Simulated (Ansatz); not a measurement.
System: SrLi2SnS4 (I-42m).

The structure is tetragonal, space group I-42m (No. 121). The conventional cell has a = 6.659 Å, b = 6.659 Å, c = 7.918 Å, α = 90.00°, β = 90.00°, γ = 90.00°. Nearest to Li lie 4 S at 2.47 Å. Nearest to Sr lie 8 S at 3.08 to 3.25 Å. Sn has 4 S at 2.37 Å nearest. Nearest to S lie 1 Sn at 2.37 Å and 2 Li at 2.47 Å and 2 Sr at 3.08 to 3.25 Å. Farther neighbours and most contacts between anions are not listed.

```cif
data_structure
_symmetry_space_group_name_H-M 'P 1'
_symmetry_Int_Tables_number 1
_cell_length_a 6.1518
_cell_length_b 6.1518
_cell_length_c 6.1518
_cell_angle_alpha 114.466
_cell_angle_beta 114.466
_cell_angle_gamma 99.886
_cell_volume 175.55
loop_
_atom_site_label
_atom_site_type_symbol
_atom_site_fract_x
_atom_site_fract_y
_atom_site_fract_z
_atom_site_occupancy
Li1 Li 0.25000 0.75000 0.50000 1
Li2 Li 0.75000 0.25000 0.50000 1
Sr3 Sr 0.50000 0.50000 0.00000 1
Sn4 Sn 0.00000 0.00000 0.00000 1
S5 S 0.03526 0.03526 0.41320 1
S6 S 0.96474 0.37794 0.00000 1
S7 S 0.62206 0.62206 0.58680 1
S8 S 0.37794 0.96474 0.00000 1
```

The cell and positions come from the Crystallography Open Database and are kept as given unless a step says otherwise. PAW set soft_2, made with PBE.

Gaps computed with Ansatz 0.2.0 without a self-energy: PBE 2.67 eV and PBE+SOC 2.68 eV.

Question: Estimate the G0W0@PBE gap with 4×4×4 mesh, 883 empty bands, screening to 170 eV, default PAW files.

About 4.11 eV: on its mesh the run moves the gap from 2.67 eV by +1.44 eV. A band edge moves to another state on the way. Bands and cutoff are finite, so the gap is not at the basis limit. The miss can reach some tenths of an eV and take either sign; the mesh is an error of its own. The many-body steps are scalar-relativistic: spin-orbit coupling is not in them.

[Paths, hosts, dates, memory and timing lines, banners, echoed tables and standing remarks are left out of the program output.]

[Logs are printed without paths, hosts, clocks, repeated set-up lines and the standing remarks that a program may print on its own settings, such as how far it seeks lower states.]

[Runs of the session that timed out or met a known fault of the program may be left out.]

[Cells called generated may have been cut or substituted from an entry of the Crystallography Open Database or the Materials Project.]

[Hosts, paths, dates, database ids (printed as entryN), source tags and the programs' standing remarks are cut or masked in the printed files.]
